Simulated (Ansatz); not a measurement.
# CeZnS3 (model cell, started as cubic perovskite with Ce in the octahedra): a soft mode frozen in, part 3 of 3

Aim: this structure of CeZnS3 (model cell, started as cubic perovskite with Ce in the octahedra) is to be tested for unstable modes, and one is followed downhill.

Ansatz 0.2.0; DFT PBEsol, scalar-relativistic, plane waves, PAW; PAW set soft_1.

So far. Step 5 (Energy along the mode, all amplitudes (two of the runs …): The lowest of the steps tried is the last one, at 0.6 Å, 122 meV/atom below the parent; the bottom of the well need not coincide with a step. Step 7 (The new phase in its own primitive cell): The largest force component left is 0.34 meV/Å and the pressure is 0.001 GPa, within the tolerances set. The cell now holds 25.20 Å³/atom. The relaxed cell has a = 7.142, c = 9.878 Å (conventional setting).

The structure was built from a prototype and need not be the compound's stable phase.

## Step 8: Modes of the new phase

A relaxed structure may still be a saddle point, so its zone-centre modes are computed. No field response is asked, since the mesh shows no gap.

Input file input.yaml:

```yaml
crystal:
  lattice:
    - [-3.5711532727, 3.5711532727, 4.9391701108]
    - [3.5711532727, -3.5711532727, 4.9391701108]
    - [3.5711532727, 3.5711532727, -4.9391701108]
  atoms:
    - { symbol: Zn, position: [0.25, 0.75, 0.5] }
    - { symbol: Zn, position: [0.75, 0.25, 0.5] }
    - { symbol: Ce, position: [0.5, 0.5, 0.0] }
    - { symbol: Ce, position: [0.0, 0.0, 0.0] }
    - { symbol: S, position: [0.6483282533, 0.8516717467, 0.5] }
    - { symbol: S, position: [0.3516717467, 0.1483282533, 0.5] }
    - { symbol: S, position: [0.75, 0.75, 0.0] }
    - { symbol: S, position: [0.25, 0.25, 0.0] }
    - { symbol: S, position: [0.8516717467, 0.3516717467, 0.2033434934] }
    - { symbol: S, position: [0.1483282533, 0.6483282533, 0.7966565066] }
kpoints:
  mp_grid: { grid: [8, 8, 8] }
hamiltonian:
  xc: pbesol
  pseudopotentials: { kind: paw, azcp: { folder: soft_1 }, xc_functional: pbe }
scf:
  occupations: { method: methfessel_paxton, width: 0.2 }
output:
  eigenvalues: true
phonons:
  method: dfpt
```

On the command line:

```sh
$ ansatz run input.yaml --threads 4 --pin off --max-ram 16384MiB --backend cpu --events-out ev --progress --plain --runs-dir out
```

Numbers of over 12 decimals in the logs are rounded to 6 here.

Log:

```text
[...]
Crystal: 10 atoms, lattice volume = 251.960 Å³
Basis set: ecut = 420 eV, 4901 PW (Γ), exchange–correlation on 96×96×96 points (8 copies of the dense FFT grid, shifted against one another)
Bands: 61, of which v1, the nominal top of the filled ones, is band 42 counted from 1 (41 counted from 0)
Symmetry: 16 space group operations
k-points: 260 of 512 (irreducible under 1 space group operation, time reversal used)
[...]
SCF iter   1: F=—  HF=-24860.153959 eV  |F-HF|=—  |Δ(HF+E_count)|=         —  Δρ=3.10e-1  dr2=4.21e2  ethr=3.10e-3  ⟨swp⟩=6.0  Hψ=67940  notcnv=0
[...]
SCF iter  19: F=-24847.516189 eV  HF=-24847.516189 eV  |F-HF|=0.00e0  |Δ(HF+E_count)|=    0.00e0  S|Δr|=    0.00e0  Δρ=2.77e-8  dr2=3.48e-12  ethr=1.00e-12  ⟨swp⟩=16.3  Hψ=94123  notcnv=0
SCF 1 converged in 19 iterations: F = -24847.516189 eV  dr2 = 3.48e-12
[...]
DFPT response loops at Γ: preconditioner auto → Kerker (q_TF=auto, 2.272 Å⁻¹) (partly filled bands, converged f_vac=0.010); β = 1.00, the filter's whole step (`scf.mixing.beta` (0.50) is not read by the response loops under this deck's `scf.mixing.preconditioner`; to damp them name `kerker` or `kerker_dos`, under which they read `scf.mixing.beta`, and type it under 1.00, their step now; both keys bind the ground state too); Broyden in place of MSR1
SCF converged after 19 iterations
[...]
Free energy (F): -24847.516189 eV
[...]
Internal energy: -24847.529345 eV  (E = F + TS)
E sigma→0 (E₀):  -24847.519478 eV
Entropy (-TS):   0.013156 eV (1.316 meV/atom)
Fermi energy:    5.754355 eV
Step filling:    the computed levels leave a gap of 0.0000 eV = 0.0 smearing widths at the electron count; against every level under it full and every level over it empty, smearing changes F+E_penalty+E_count by +4.888 meV and its σ→0 estimate by +1.599 meV
[...]
--- Band table (eV; the first three rows and the last of 260) ---
  k-point 0: bands = [... 38 lower, 5.3286, 5.5651, 5.5651, 5.6802, 5.6802, 6.5945, 6.8701, 6.8802, ... 15 higher]
  k-point 1: bands = [... 38 lower, 5.4302, 5.4937, 5.5168, 5.6213, 5.6375, 6.6389, 6.8769, 6.8816, ... 15 higher]
  k-point 2: bands = [... 38 lower, 5.2992, 5.3371, 5.4715, 5.5835, 5.8732, 6.7456, 6.8665, 6.8698, ... 15 higher]
  k-point 259: bands = [... 38 lower, 4.5583, 5.3337, 5.5843, 5.6824, 5.6824, 6.8313, 6.8521, 6.8698, ... 15 higher]
--- Phonons (Γ-DFPT): 8 representative perturbations + reference, on 260 of 512 k-points (Σ response iterations 29) ---
  k mesh reduced under 1 symmetry operation, with k and −k counted as one. Each operation leaves every solved perturbation unchanged. A smaller set is not used because it would not reduce the number of displacements times k-points to solve
  ASR residual: 7.229e-5 → 0.000e0 eV/Å²; symmetrization residual: 2.893e-5 eV/Å²
  ASR residual per site (eV/Å²): 2.65e-5 2.65e-5 1.90e-5 1.90e-5 4.97e-5 4.97e-5 7.23e-5 7.23e-5 4.97e-5 4.97e-5
  Γ frequencies (cm⁻¹): -205.70 -205.70 -148.84 -139.96 -139.96 -111.05 -111.05 -101.89 -95.70 -51.58 -51.58 0.00 0.00 0.00 56.47 56.47 67.99 67.99 68.60 130.94 130.94 150.43 206.77 229.68 236.86 259.31 259.31 273.29 421.38 443.87
  non-analytic LO–TO correction: not included (Born effective charges unavailable; polar crystals: no LO–TO splitting at Γ)
```

Elapsed: 26 min, on 4 threads of Arm Neoverse V1, shared host; peak memory 9.6 GiB; 1.7 h of CPU time.

Numbers from this step:

```yaml
sum_rule_residual_before_enforcement: 7.23e-5 eV/Å²
point_group: 4/mmm
highest_optical_mode_at_the_zone_centre_no_lo_to_term: 443.9 cm⁻¹
lowest_optical_zone_centre_mode: -205.7 cm⁻¹
```

Patterns of degenerate modes are one choice out of their space. Modes at Γ, with each element's share of the kinetic energy (negative means imaginary):

```csv
mode,frequency (cm⁻¹),symmetry,Zn %,Ce %,S %
1,-205.7,Eg,8,0,92
2,-205.7,Eg,8,0,92
3,-148.8,A2u,62,1,38
4,-140.0,Eu,5,7,88
5,-140.0,Eu,5,7,88
6,-111.0,Eg,31,0,69
7,-111.0,Eg,31,0,69
8,-101.9,B2g,98,0,2
9,-95.7,B1u,0,0,100
10,-51.6,Eu,68,20,13
11,-51.6,Eu,68,20,13
12,0.0,acoustic,22,46,32
13,0.0,acoustic,22,46,32
14,0.0,acoustic,22,46,32
15,56.5,Eu,0,40,60
16,56.5,Eu,0,40,60
17,68.0,Eg,61,0,39
18,68.0,Eg,61,0,39
19,68.6,A2u,17,37,47
20,130.9,Eu,6,71,23
21,130.9,Eu,6,71,23
22,150.4,B2g,2,0,98
23,206.8,A1g,0,0,100
24,229.7,A1u,0,100,0
25,236.9,B1g,0,0,100
26,259.3,Eu,0,16,84
27,259.3,Eu,0,16,84
28,273.3,A2g,0,0,100
29,421.4,A2u,0,16,84
30,443.9,A2g,0,0,100
```

Displacements in mode 1 (-205.7 cm⁻¹), the largest set to 1:
```
Zn1  0.31 -0.01  0.00
Zn2 -0.31  0.01  0.00
Ce3  0.00  0.00  0.00
Ce4  0.00  0.00  0.00
S5   0.00  0.00  1.00
S6   0.00  0.00 -1.00
S7  -0.64 -0.03  0.00
S8   0.64  0.03  0.00
S9   0.00  0.00 -0.91
S10  0.00  0.00  0.91
```

Displacements in mode 23 (206.8 cm⁻¹), the largest set to 1:
```
Zn1  0.00  0.00  0.00
Zn2  0.00  0.00  0.00
Ce3  0.00  0.00  0.00
Ce4  0.00  0.00  0.00
S5   1.00 -1.00  0.00
S6  -1.00  1.00  0.00
S7   0.00  0.00  0.00
S8   0.00  0.00  0.00
S9   1.00  1.00  0.00
S10 -1.00 -1.00  0.00
```

Before it was imposed, the acoustic sum rule was missed by 7.2e-5 eV/Å². Small misses are needed for a sound result but don't prove that mesh and cutoff are converged. The lowest optical mode is imaginary, 205.7i cm⁻¹, so the energy falls along it.

## Step 9: Results

```json
{"unstable mode of the parent": "q = (-0.5, -0.5, -0.5), 133i cm⁻¹", "depth at the lowest point sampled": "122 meV/atom", "largest atomic shift at that point": "0.6 Å", "space group reached (within 0.01 Å)": "I4/mcm", "energy gained over the parent (first relaxation, on the mesh of the frozen mode)": "289 meV/atom", "volume per atom, phase reached": "25.2 Å³", "lowest optical zone-centre mode, phase reached": "-206 cm⁻¹", "highest optical mode at the zone centre (no LO-TO term), phase reached": "444 cm⁻¹"}
```

**Reading.** Along this mode the structure falls into I4/mcm, 289 meV/atom below the parent. At the parent's cell the well is 121.7 meV/atom deep on the steps tried, with its lowest point at a shift of 0.6 Å. That is the last step tried, so the steps alone don't bracket the bottom of the well. Relaxing atoms and cell changes the gain by +167.17 meV/atom against the lowest step (energies at zero smearing). The new phase still has an imaginary mode at the zone centre of its cell, so it is a saddle point on the way to a lower structure. Of the 3 patterns followed to their end from this parent, this one ends 541 meV/atom above the lowest, R-3c. Each path keeps the symmetry of its pattern, so a lower phase may lie along a pattern not tried. With no gap, or one that is small against the smearing, the frequencies hang on the k mesh and the smearing, most of all near Kohn anomalies. The phonon runs are without spin polarisation, although Ce often carries a moment. The 4f shell is treated without a U, so valence and screening may be off. Spin-orbit coupling is left out, which can matter for the heavy elements here. The PAW files were made for PBE and serve the other functionals too. The starting cell was built on a prototype and not taken from a measurement, so the phase need not exist.

[Logs are printed without paths, hosts, clocks, repeated set-up lines and the standing remarks that a program may print on its own settings, such as how far it seeks lower states.]

[Hosts, paths, dates, database ids (printed as entryN), source tags and the programs' standing remarks are cut or masked in the printed files.]
